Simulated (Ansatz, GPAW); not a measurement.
# Work function of a 7-layer slab of Au(111) at several levels, part 2 of 3

How far do functional and basis move the work function of a 7-layer slab of Au(111)?

GPAW 26.7.0 and Ansatz 0.2.0; Ansatz plane waves; slab in vacuum with a dipole correction, relaxation (the session's first sound run).

So far, upper work function (eV): step 2 (relaxation) 5.24.

### Step 3. Plane waves, PBE

With the geometry fixed, the planar mean of the potential gives the vacuum level on each side.

This step: GPAW, PAW setups; slab in vacuum (GPAW 26.7.0).

Contents of run.py:

```python
import json
import numpy as np
from ase import Atoms
from gpaw import GPAW, PW

slab = Atoms(
    ['Au', 'Au', 'Au', 'Au', 'Au', 'Au', 'Au'],
    positions=[
        [0.00000, 0.00000, 9.00000],
        [1.44250, 0.83283, 11.35559],
        [2.88500, 1.66565, 13.71118],
        [0.00000, 0.00000, 16.17842],
        [1.44250, 0.83283, 18.64374],
        [2.88500, 1.66565, 21.08829],
        [0.00000, 0.00000, 23.58579]],
    cell=[[2.885, 0.0, 0.0], [1.4425, 2.49848, 0.0], [0.0, 0.0, 32.13353]],
    pbc=[True, True, False])

slab.calc = GPAW(mode=PW(400), xc='PBE', kpts={'size': (13, 13, 1), 'gamma': True},
                 occupations={'name': 'fermi-dirac', 'width': 0.1}, nbands='140%',
                 convergence={'density': 1e-05}, maxiter=200,
                 poissonsolver={'dipolelayer': 'xy'},
                 symmetry={'tolerance': 1e-3}, txt='slab.txt')
result = {}
energy = slab.get_potential_energy()
fermi = slab.calc.get_fermi_level()
v = slab.calc.get_electrostatic_potential().mean((0, 1)) - fermi
n = slab.calc.get_pseudo_density().mean((0, 1))
L = slab.cell[2, 2]
z = np.arange(len(v)) * L / len(v)
low, high = slab.positions[:, 2].min(), slab.positions[:, 2].max()
below, above = np.interp([low - 6.8, high + 6.8], z, v)
slopes = [np.interp(x, z, np.gradient(v, z)) for x in (low - 6.8, high + 6.8)]
eps = np.array([[slab.calc.get_eigenvalues(k, s) for k in range(len(slab.calc.get_ibz_k_points()))]
                for s in range(slab.calc.get_number_of_spins())]) - fermi
top, bottom = eps[eps < 0].max(), eps[eps > 0].min()
dipole = slab.get_dipole_moment()[2]
print(f'energy {energy:.4f} eV, Fermi level {fermi:.4f} eV, dipole {dipole:.5f} e A')
print(f'potential 6.8 A off the faces, from the Fermi level: lower {below:.4f} eV, upper {above:.4f} eV')
print(f'slope of the potential there: lower {slopes[0]:.5f}, upper {slopes[1]:.5f} eV/A')
print(f'nearest levels on the mesh: {top:.4f} and {bottom:.4f} eV')
print('magnetic moment', round(slab.get_magnetic_moment(), 3))
result.update(energy=energy, fermi=fermi, dipole=dipole, below=below, above=above, slopes=slopes, edges=[top, bottom],
              z=z.tolist(), v=v.tolist(), n=n.tolist(), positions=slab.positions.tolist(),
              forces=slab.get_forces(apply_constraint=False).tolist(), moments=slab.get_magnetic_moments().tolist())
json.dump(result, open('result.json', 'w'))
```

On the command line:

```
> OMP_NUM_THREADS=1 OPENBLAS_NUM_THREADS=1 python run.py
```

The program printed:

```text
energy -21.2164 eV, Fermi level 2.5688 eV, dipole -0.00407 e A
potential 6.8 A off the faces, from the Fermi level: lower 5.1373 eV, upper 5.2318 eV
slope of the potential there: lower -0.00000, upper 0.00001 eV/A
nearest levels on the mesh: -0.0726 and 0.1661 eV
magnetic moment 0.0
```

Wall time 4.8 min (1 thread of Intel Xeon Platinum 8488C (Sapphire Rapids), shared host); peak memory 0.27 GiB.

This step gave:

| Property | Result |
| --- | --- |
| dipole along the normal | -0.004072 e·Å |
| levels nearest the Fermi level on the mesh | -0.07264, 0.1661 eV from the Fermi level |
| upper work function | 5.232 eV |
| lower work function | 5.137 eV |

The electrostatic potential energy of an electron (without an applied field's), less the Fermi level, planar mean oscillates, so the rows of the table below give means over windows of 2.46 Å about each position, cut where the curve ends. Its maxima inside the range that stand out by 2 % of the span (Å: eV): 10.2: 0.384, 12.5: 0.284, 15.0: 0.994, 17.5: 1.02, 19.9: 0.931, 22.4: 1.39. Its minima: 9.0: -23.3, 11.4: -23.6, 13.7: -23.7, 16.2: -23.5, 18.6: -23.6, 21.1: -23.4, 23.6: -23.2.

Electrostatic potential energy of an electron (without an applied field's), less the Fermi level, planar mean against z; means over each step:

```csv
z (Å),"electrostatic potential energy of an electron (without an applied field's), less the Fermi level, planar mean (eV)"
1.23,5.14
3.69,5.14
6.15,5.03
8.61,-8.34
11.07,-9.63
13.53,-9.58
15.99,-9.32
18.45,-9.34
20.91,-9.25
23.37,-8.87
25.83,4.67
28.29,5.23
30.75,5.23
```

The pseudo valence density, planar mean oscillates, so the rows of the table below give means over windows of 2.36 Å about each position, cut where the curve ends. Its maxima inside the range that stand out by 2 % of the span (Å: e/Å³): 9.0: 1.27, 11.4: 1.28, 13.7: 1.28, 16.3: 1.23, 18.6: 1.28, 21.0: 1.24, 23.6: 1.27. Its minima: 10.3: 0.254, 12.6: 0.258, 15.0: 0.211, 17.4: 0.213, 19.9: 0.219, 22.3: 0.200.

Pseudo valence density, planar mean against z; means over each step:

```csv
z (Å),"pseudo valence density, planar mean (e/Å³)"
3.54,3.2e-6
5.90,0.00204
8.26,0.515
10.62,0.648
12.98,0.647
15.34,0.610
17.70,0.603
20.06,0.607
22.42,0.577
24.78,0.316
27.14,5.6e-4
29.50,0
```

Force by atom:

```csv
atom,x (eV/Å),y (eV/Å),z (eV/Å),size
Au1,0.000,0.000,-0.586,0.586
Au2,0.000,0.000,0.091,0.091
Au3,0.000,0.000,0.417,0.417
Au4,0.000,0.000,0.000,0.000
Au5,0.000,0.000,-0.012,0.012
Au6,0.000,0.000,0.023,0.023
Au7,0.000,0.000,0.067,0.067
```

The potential is flat to 6.5e-6 eV/Å where it is read, so the vacuum is wide enough. The geometry is the other program's minimum; here the largest force on a free atom is 0.067 eV/Å.

### Step 4. Self-consistent run: xc = "RPBE"

The same geometry under RPBE, to see how far the functional moves the levels against the vacuum.

Edit run.py of step 3 so:

```diff
@@ -18,3 +18,3 @@
 
-slab.calc = GPAW(mode=PW(400), xc='PBE', kpts={'size': (13, 13, 1), 'gamma': True},
+slab.calc = GPAW(mode=PW(400), xc='RPBE', kpts={'size': (13, 13, 1), 'gamma': True},
                  occupations={'name': 'fermi-dirac', 'width': 0.1}, nbands='140%',
```

The program printed:

```text
energy -17.2623 eV, Fermi level 2.7144 eV, dipole -0.00408 e A
potential 6.8 A off the faces, from the Fermi level: lower 4.9549 eV, upper 5.0496 eV
slope of the potential there: lower 0.00003, upper -0.00000 eV/A
nearest levels on the mesh: -0.0726 and 0.1690 eV
magnetic moment 0.0
```

Run time: 4 min. Hardware: 1 thread; peak memory 0.27 GiB.

This step gave:

```yaml
dipole_along_the_normal: -0.004081 e·Å
levels_nearest_the_fermi_level_on_the_mesh: -0.07258, 0.1690 eV from the Fermi level
upper_work_function: 5.050 eV
lower_work_function: 4.955 eV
```

The electrostatic potential energy of an electron (without an applied field's), less the Fermi level, planar mean oscillates, so the rows of the table below give means over windows of 2.46 Å about each position, cut where the curve ends. Its maxima inside the range that stand out by 2 % of the span (Å: eV): 10.2: 0.244, 12.5: 0.148, 15.0: 0.855, 17.5: 0.876, 19.9: 0.791, 22.4: 1.24. Its minima: 9.0: -23.4, 11.4: -23.7, 13.7: -23.7, 16.2: -23.6, 18.6: -23.6, 21.1: -23.5, 23.6: -23.3.

Table of electrostatic potential energy of an electron (without an applied field's), less the Fermi level, planar mean by z; means over each step:

```csv
z (Å),"electrostatic potential energy of an electron (without an applied field's), less the Fermi level, planar mean (eV)"
1.23,4.96
3.69,4.95
6.15,4.85
8.61,-8.46
11.07,-9.74
13.53,-9.69
15.99,-9.43
18.45,-9.45
20.91,-9.37
23.37,-8.99
25.83,4.49
28.29,5.05
30.75,5.05
```

The pseudo valence density, planar mean oscillates, so the rows of the table below give means over windows of 2.36 Å about each position, cut where the curve ends. Its maxima inside the range that stand out by 2 % of the span (Å: e/Å³): 9.0: 1.28, 11.4: 1.28, 13.7: 1.28, 16.3: 1.23, 18.6: 1.28, 21.0: 1.24, 23.6: 1.27. Its minima: 10.3: 0.253, 12.6: 0.257, 15.0: 0.211, 17.4: 0.212, 19.9: 0.219, 22.3: 0.199.

Table of pseudo valence density, planar mean by z; means over each step:

```csv
z (Å),"pseudo valence density, planar mean (e/Å³)"
3.54,3.7e-6
5.90,0.00203
8.26,0.515
10.62,0.648
12.98,0.647
15.34,0.610
17.70,0.603
20.06,0.607
22.42,0.576
24.78,0.316
27.14,5.8e-4
29.50,0
```

Force by atom:

```csv
atom,x (eV/Å),y (eV/Å),z (eV/Å),size
Au1,0.000,0.000,-0.761,0.761
Au2,0.000,0.000,0.094,0.094
Au3,0.000,0.000,0.431,0.431
Au4,0.000,0.000,-0.001,0.001
Au5,0.000,0.000,-0.015,0.015
Au6,0.000,0.000,0.027,0.027
Au7,0.000,0.000,0.225,0.225
```

The upper face's work function is 5.050 eV, against 5.232 eV in the first plane-wave PBE run at this geometry.

### Step 5. Self-consistent run: xc = "vdW-DF2"

The same geometry under vdW-DF2, to see how far the functional moves the levels against the vacuum (the van der Waals functionals take revPBE setups).

Edit run.py of step 4 so:

```diff
@@ -18,3 +18,3 @@
 
-slab.calc = GPAW(mode=PW(400), xc='RPBE', kpts={'size': (13, 13, 1), 'gamma': True},
+slab.calc = GPAW(mode=PW(400), xc='vdW-DF2', kpts={'size': (13, 13, 1), 'gamma': True},
                  occupations={'name': 'fermi-dirac', 'width': 0.1}, nbands='140%',
```

The program printed:

```text
energy -1142.5447 eV, Fermi level 2.6042 eV, dipole -0.00384 e A
potential 6.8 A off the faces, from the Fermi level: lower 5.4340 eV, upper 5.5226 eV
slope of the potential there: lower -0.00005, upper 0.00016 eV/A
nearest levels on the mesh: -0.0811 and 0.1775 eV
magnetic moment 0.0
```

Run time: 5.2 min. Hardware: 1 thread; peak memory 0.43 GiB.

This step gave:

```
dipole along the normal                    : -0.003841 e·Å
levels nearest the Fermi level on the mesh : -0.08112, 0.1775 eV from the Fermi level
upper work function                        : 5.523 eV
lower work function                        : 5.434 eV
```

The electrostatic potential energy of an electron (without an applied field's), less the Fermi level, planar mean oscillates, so the rows of the table below give means over windows of 2.46 Å about each position, cut where the curve ends. Its maxima inside the range that stand out by 2 % of the span (Å: eV): 10.2: -0.0935, 12.5: -0.214, 15.0: 0.511, 17.5: 0.534, 19.9: 0.451, 22.4: 0.931. Its minima: 9.0: -23.5, 11.4: -23.9, 13.7: -23.9, 16.2: -23.8, 18.6: -23.8, 21.1: -23.6, 23.6: -23.4.

The electrostatic potential energy of an electron (without an applied field's), less the Fermi level, planar mean by z; means over each step:

```csv
z (Å),"electrostatic potential energy of an electron (without an applied field's), less the Fermi level, planar mean (eV)"
1.23,5.44
3.69,5.43
6.15,5.30
8.61,-8.47
11.07,-9.99
13.53,-9.94
15.99,-9.66
18.45,-9.69
20.91,-9.59
23.37,-9.11
25.83,4.87
28.29,5.52
30.75,5.52
```

The upper face's work function is 5.523 eV, against 5.232 eV in the first plane-wave PBE run at this geometry.

### Step 6. Self-consistent run: xc = "LDA"

The same geometry under LDA, to see how far the functional moves the levels against the vacuum.

Edit run.py of step 5 so:

```diff
@@ -18,3 +18,3 @@
 
-slab.calc = GPAW(mode=PW(400), xc='vdW-DF2', kpts={'size': (13, 13, 1), 'gamma': True},
+slab.calc = GPAW(mode=PW(400), xc='LDA', kpts={'size': (13, 13, 1), 'gamma': True},
                  occupations={'name': 'fermi-dirac', 'width': 0.1}, nbands='140%',
```

The program printed:

```text
energy -29.2070 eV, Fermi level 2.1574 eV, dipole -0.00414 e A
potential 6.8 A off the faces, from the Fermi level: lower 5.5594 eV, upper 5.6556 eV
slope of the potential there: lower 0.00001, upper 0.00000 eV/A
nearest levels on the mesh: -0.0743 and 0.1592 eV
magnetic moment 0.0
```

Elapsed: 4.6 min, on 1 thread; peak memory 0.27 GiB.

This step gave:

```
dipole along the normal                    : -0.004142 e·Å
levels nearest the Fermi level on the mesh : -0.07431, 0.1592 eV from the Fermi level
upper work function                        : 5.656 eV
lower work function                        : 5.559 eV
```

The upper face's work function is 5.656 eV, against 5.232 eV in the first plane-wave PBE run at this geometry.

### Step 7. OptPBE vdW: xc = "optPBE-vdW"

The same geometry under optPBE-vdW, to see how far the functional moves the levels against the vacuum (the van der Waals functionals take revPBE setups).

Edit run.py of step 6 so:

```diff
@@ -18,3 +18,3 @@
 
-slab.calc = GPAW(mode=PW(400), xc='LDA', kpts={'size': (13, 13, 1), 'gamma': True},
+slab.calc = GPAW(mode=PW(400), xc='optPBE-vdW', kpts={'size': (13, 13, 1), 'gamma': True},
                  occupations={'name': 'fermi-dirac', 'width': 0.1}, nbands='140%',
```

The program printed:

```text
energy -134.6847 eV, Fermi level 2.5175 eV, dipole -0.00396 e A
potential 6.8 A off the faces, from the Fermi level: lower 5.2860 eV, upper 5.3777 eV
slope of the potential there: lower -0.00002, upper 0.00000 eV/A
nearest levels on the mesh: -0.0745 and 0.1909 eV
magnetic moment 0.0
```

Run time: 3.7 min. Hardware: 1 thread; peak memory 0.43 GiB.

Numbers from this step:

```
dipole along the normal                    : -0.003960 e·Å
levels nearest the Fermi level on the mesh : -0.07452, 0.1909 eV from the Fermi level
upper work function                        : 5.378 eV
lower work function                        : 5.286 eV
```

The electrostatic potential energy of an electron (without an applied field's), less the Fermi level, planar mean oscillates, so the rows of the table below give means over windows of 2.46 Å about each position, cut where the curve ends. Its maxima inside the range that stand out by 2 % of the span (Å: eV): 10.2: 0.257, 12.5: 0.152, 15.0: 0.863, 17.5: 0.885, 19.9: 0.802, 22.4: 1.26. Its minima: 9.0: -23.3, 11.4: -23.6, 13.7: -23.6, 16.2: -23.5, 18.6: -23.5, 21.1: -23.4, 23.6: -23.1.

Table of electrostatic potential energy of an electron (without an applied field's), less the Fermi level, planar mean by z; means over each step:

```csv
z (Å),"electrostatic potential energy of an electron (without an applied field's), less the Fermi level, planar mean (eV)"
1.23,5.29
3.69,5.29
6.15,5.16
8.61,-8.31
11.07,-9.67
13.53,-9.61
15.99,-9.35
18.45,-9.37
20.91,-9.28
23.37,-8.88
25.83,4.77
28.29,5.38
30.75,5.38
```

The upper face's work function is 5.378 eV, against 5.232 eV in the first plane-wave PBE run at this geometry.

### Step 8. Self-consistent run: xc = "revPBE"

The same geometry under revPBE, to see how far the functional moves the levels against the vacuum.

Edit run.py of step 7 so:

```diff
@@ -18,3 +18,3 @@
 
-slab.calc = GPAW(mode=PW(400), xc='optPBE-vdW', kpts={'size': (13, 13, 1), 'gamma': True},
+slab.calc = GPAW(mode=PW(400), xc='revPBE', kpts={'size': (13, 13, 1), 'gamma': True},
                  occupations={'name': 'fermi-dirac', 'width': 0.1}, nbands='140%',
```

The program printed:

```text
energy -17.9434 eV, Fermi level 2.6859 eV, dipole -0.00409 e A
potential 6.8 A off the faces, from the Fermi level: lower 4.9780 eV, upper 5.0729 eV
slope of the potential there: lower -0.00001, upper 0.00000 eV/A
nearest levels on the mesh: -0.0729 and 0.1679 eV
magnetic moment 0.0
```

Run time: 3.1 min. Hardware: 1 thread; peak memory 0.27 GiB.

This step gave:

```yaml
dipole_along_the_normal: -0.004092 e·Å
levels_nearest_the_fermi_level_on_the_mesh: -0.07295, 0.1679 eV from the Fermi level
upper_work_function: 5.073 eV
lower_work_function: 4.978 eV
```

The upper face's work function is 5.073 eV, against 5.232 eV in the first plane-wave PBE run at this geometry.

### Step 9. Real-space grid: mode = "fd"

A real-space grid is a second complete basis, so it checks the plane-wave result.

Edit run.py of step 8 so:

```diff
@@ -3,3 +3,3 @@
 from ase import Atoms
-from gpaw import GPAW, PW
+from gpaw import GPAW
 
@@ -18,3 +18,3 @@
 
-slab.calc = GPAW(mode=PW(400), xc='revPBE', kpts={'size': (13, 13, 1), 'gamma': True},
+slab.calc = GPAW(mode='fd', h=0.18, xc='PBE', kpts={'size': (13, 13, 1), 'gamma': True},
                  occupations={'name': 'fermi-dirac', 'width': 0.1}, nbands='140%',
```

The program printed:

```text
energy -22.0122 eV, Fermi level -5.1828 eV, dipole -0.00345 e A
potential 6.8 A off the faces, from the Fermi level: lower 5.1355 eV, upper 5.2300 eV
slope of the potential there: lower 0.00000, upper 0.00001 eV/A
nearest levels on the mesh: -0.0720 and 0.1655 eV
magnetic moment 0.0
```

It took 14 min on 1 thread; peak memory 0.88 GiB.

Numbers from this step:

```yaml
dipole_along_the_normal: -0.003449 e·Å
levels_nearest_the_fermi_level_on_the_mesh: -0.07199, 0.1655 eV from the Fermi level
upper_work_function: 5.230 eV
lower_work_function: 5.136 eV
```

The electrostatic potential energy of an electron (without an applied field's), less the Fermi level, planar mean oscillates, so the rows of the table below give means over windows of 2.41 Å about each position, cut where the curve ends. Its maxima inside the range that stand out by 2 % of the span (Å: eV): 10.2: 0.386, 12.5: 0.255, 14.9: 1.01, 17.4: 1.06, 19.9: 0.962, 22.3: 1.40. Its minima: 9.0: -23.3, 11.3: -23.6, 13.7: -23.6, 16.2: -23.5, 18.7: -23.6, 21.2: -23.1, 23.6: -23.2.

Electrostatic potential energy of an electron (without an applied field's), less the Fermi level, planar mean against z; means over each step:

z (Å), electrostatic potential energy of an electron (without an applied field's), less the Fermi level, planar mean (eV) and a bar from the least value:
```
     1.21        5.1 ##############################
     3.62        5.1 ##############################
     6.03        5.1 ##############################
     8.44       -7.9 ####
    10.85       -9.8 
    13.26       -9.9 
    15.67       -9.4 #
    18.08       -9.4 #
    20.48       -9.4 #
    22.90       -8.8 ##
    25.30        2.9 #########################
    27.72        5.2 ##############################
    30.12        5.2 ##############################
```

The upper face's work function is 5.230 eV, against 5.232 eV in the first plane-wave PBE run at this geometry.

### Step 10. Atomic orbitals: mode = "lcao"

Atom-centred orbitals end a few angstrom from the surface, which tests how much the density's tail matters.

Edit run.py of step 9 so:

```diff
@@ -18,4 +18,4 @@
 
-slab.calc = GPAW(mode='fd', h=0.18, xc='PBE', kpts={'size': (13, 13, 1), 'gamma': True},
-                 occupations={'name': 'fermi-dirac', 'width': 0.1}, nbands='140%',
+slab.calc = GPAW(mode='lcao', basis='dzp', h=0.18, xc='PBE', kpts={'size': (13, 13, 1), 'gamma': True},
+                 occupations={'name': 'fermi-dirac', 'width': 0.1}, nbands='120%',
                  convergence={'density': 1e-05}, maxiter=200,
```

The program printed:

```text
energy -18.6445 eV, Fermi level -4.8391 eV, dipole -0.00332 e A
potential 6.8 A off the faces, from the Fermi level: lower 4.7935 eV, upper 4.8848 eV
slope of the potential there: lower 0.00000, upper 0.00000 eV/A
nearest levels on the mesh: -0.0987 and 0.0241 eV
magnetic moment 0.0
```

Wall time 3.4 min (1 thread); peak memory 0.29 GiB.

Numbers from this step:

```
dipole along the normal                    : -0.003321 e·Å
levels nearest the Fermi level on the mesh : -0.09871, 0.02408 eV from the Fermi level
upper work function                        : 4.885 eV
lower work function                        : 4.793 eV
```

The electrostatic potential energy of an electron (without an applied field's), less the Fermi level, planar mean oscillates, so the rows of the table below give means over windows of 2.41 Å about each position, cut where the curve ends. Its maxima inside the range that stand out by 2 % of the span (Å: eV): 10.2: -0.119, 12.5: -0.158, 14.9: 0.703, 17.4: 0.742, 19.9: 0.587, 22.3: 0.955. Its minima: 9.0: -23.6, 11.3: -23.9, 13.7: -23.9, 16.2: -23.8, 18.7: -23.9, 21.2: -23.4, 23.6: -23.5.

The electrostatic potential energy of an electron (without an applied field's), less the Fermi level, planar mean by z; means over each step:

z (Å), electrostatic potential energy of an electron (without an applied field's), less the Fermi level, planar mean (eV) and a bar from the least value:
```
     1.21        4.8 ##############################
     3.62        4.8 ##############################
     6.03        4.8 ##############################
     8.44       -8.1 ####
    10.85      -10.2 
    13.26      -10.3 
    15.67       -9.7 #
    18.08       -9.7 #
    20.48       -9.7 #
    22.90       -9.2 ##
    25.30        2.6 ##########################
    27.72        4.9 ##############################
    30.12        4.9 ##############################
```

The upper face's work function is 4.885 eV, against 5.232 eV in the first plane-wave PBE run at this geometry.

### Step 11. The ladder

Times are for 1 thread of Intel Xeon Platinum 8488C (Sapphire Rapids), shared host. The series side by side:

```csv
no.,run,upper work function (eV),lower work function (eV),time,memory (GiB)
1,pw,5.232,5.137,4.8 min,0.27
2,RPBE,5.050,4.955,4 min,0.27
3,vdW DF2,5.523,5.434,5.2 min,0.43
4,LDA,5.656,5.559,4.6 min,0.27
5,optPBE vdW,5.378,5.286,3.7 min,0.43
6,revPBE,5.073,4.978,3.1 min,0.27
7,fd,5.230,5.136,14 min,0.88
8,lcao,4.885,4.793,3.4 min,0.29
```

[end of part 2 of 3]

[Logs are printed without paths, hosts, clocks, repeated set-up lines and the standing remarks that a program may print on its own settings, such as how far it seeks lower states.]

[Hosts, paths, dates, database ids (printed as entryN), source tags and the programs' standing remarks are cut or masked in the printed files.]
